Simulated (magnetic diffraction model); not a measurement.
**Solving a magnetic structure from powder neutron data: SrMnSiH**

Space group P3m1 (no. 156), a = 4.1310 Å, c = 4.9990 Å.

| site | atom | x | y | z |
| --- | --- | --- | --- | --- |
| 1a | Sr | 0 | 0 | 0.9965 |
| 1c | Mn | 2/3 | 1/3 | 0.4573 |
| 1b | Si | 1/3 | 2/3 | 0.5671 |
| 1c | H | 2/3 | 1/3 | 0.0997 |

This is a made-up structure (elements placed in a structure type, unrelaxed), so the numbers test the method and describe no known phase.

Only Mn is taken to order (form factors of Mn2+); orders and moment sizes are assumed, and not adapted to the symmetry. Radiation: neutrons of λ = 2.567 Å, 3° to 100°; isotropic B of 0.58 Å² (Sr), 0.81 Å² (Mn), 0.88 Å² (Si) and 0.96 Å² (H). The intensities are simulated: I ∝ L Σ (|F_N|² + |F_M⊥|²) for unpolarised neutrons, with F_M = 2.695 fm/μB × Σ f(s) S exp(2πi Q·r) exp(−B s²) at Q = H ± k (one set where k and −k are equivalent), only the part normal to Q counting and L = 1/(sin²θ cos θ). For collinear order S is the moment m, which repeats by lattice and centring translations R with the sign exp(−2πi k·R). Form factors are spin-only for 3d ions and dipole or tabulated for f ions, scattering lengths are Sears's of 1992, and absorption is left out. A label names one of the reflections at its angle. The strongest nuclear line in the range is 100, and lines under 0.2 are left out.

Above the ordering temperature:

```
2θ (°)    index      I
 29.75  (0 0 1)   14.4
 42.05  (1 0 0)  100.0
 52.36  (1 0 1)   73.6
 61.80  (0 0 2)    3.0
 76.84  (1 1 0)    3.1
 77.57  (1 0 2)   49.3
 84.50  (1 1 1)   15.3
 91.70  (2 0 0)   30.6
 99.30  (2 0 1)   31.5
```

Below it (cell unchanged):

```
2θ (°)      I
 25.49   22.4
 29.75   14.4
 39.29   12.5
 42.05  100.0
 50.28    7.1
 52.36   73.6
 58.90    5.2
 59.32    4.6
 61.80    3.0
 67.18    1.0
 75.35    3.3
 76.84    3.1
 77.57   49.3
 82.51    2.6
 82.87    0.9
 83.59    1.7
 84.50   15.3
 90.98    1.3
 91.70   30.6
 97.66    1.7
 99.30   31.5
```

**Question.** Check that the new lines index with k = (1/2 1/2 1/2), then choose among these models:
A. collinear moments along [100], 2.72 μB on Mn
B. collinear moments along [101], 2.72 μB on Mn
C. collinear moments along [001], 2.72 μB on Mn

The new lines index as (1/2 -1/2 1/2) at 25.49°, (1/2 1/2 1/2) at 39.29°, (1/2 -1/2 3/2) at 50.28° and (3/2 -1/2 1/2) at 58.90°, that is as H ± k with k = (1/2 1/2 1/2), one of 3 inequivalent arms of its star (k and −k counted as one), which a powder can't tell apart. Half indices mean that the moments reverse under translations with k·R a half-integer, and the magnetic cell has twice the primitive volume.

Magnetic intensity, observed (below minus above) and for each model:

| 2θ (°) | index | observed | A | B | C |
| --- | --- | --- | --- | --- | --- |
| 25.49 | (1/2 -1/2 1/2) | 22.4 | 22.4 | 26.6 | 29.4 |
| 39.29 | (1/2 1/2 1/2) | 12.5 | 12.5 | 13.1 | 13.5 |
| 50.28 | (1/2 -1/2 3/2) | 7.1 | 7.1 | 3.8 | 1.5 |
| 58.90 | (3/2 -1/2 1/2) | 5.2 | 5.2 | 7.9 | 9.7 |
| 59.32 | (1/2 1/2 3/2) | 4.6 | 4.6 | 3.1 | 2.0 |
| 67.18 | (3/2 -3/2 1/2) | 1.0 | 1.0 | 2.4 | 3.3 |
| 83.59 | (1/2 -1/2 5/2) | 1.7 | 1.7 | 0.8 | <0.2 |
| 90.98 | (1/2 1/2 5/2) | 1.3 | 1.3 | 0.7 | 0.2 |

Model A matches.

The structure used: k = (1/2 1/2 1/2), collinear moments along [100], 2.72 μB on Mn.

[Logs are printed without paths, hosts, clocks, repeated set-up lines and the standing remarks that a program may print on its own settings, such as how far it seeks lower states.]
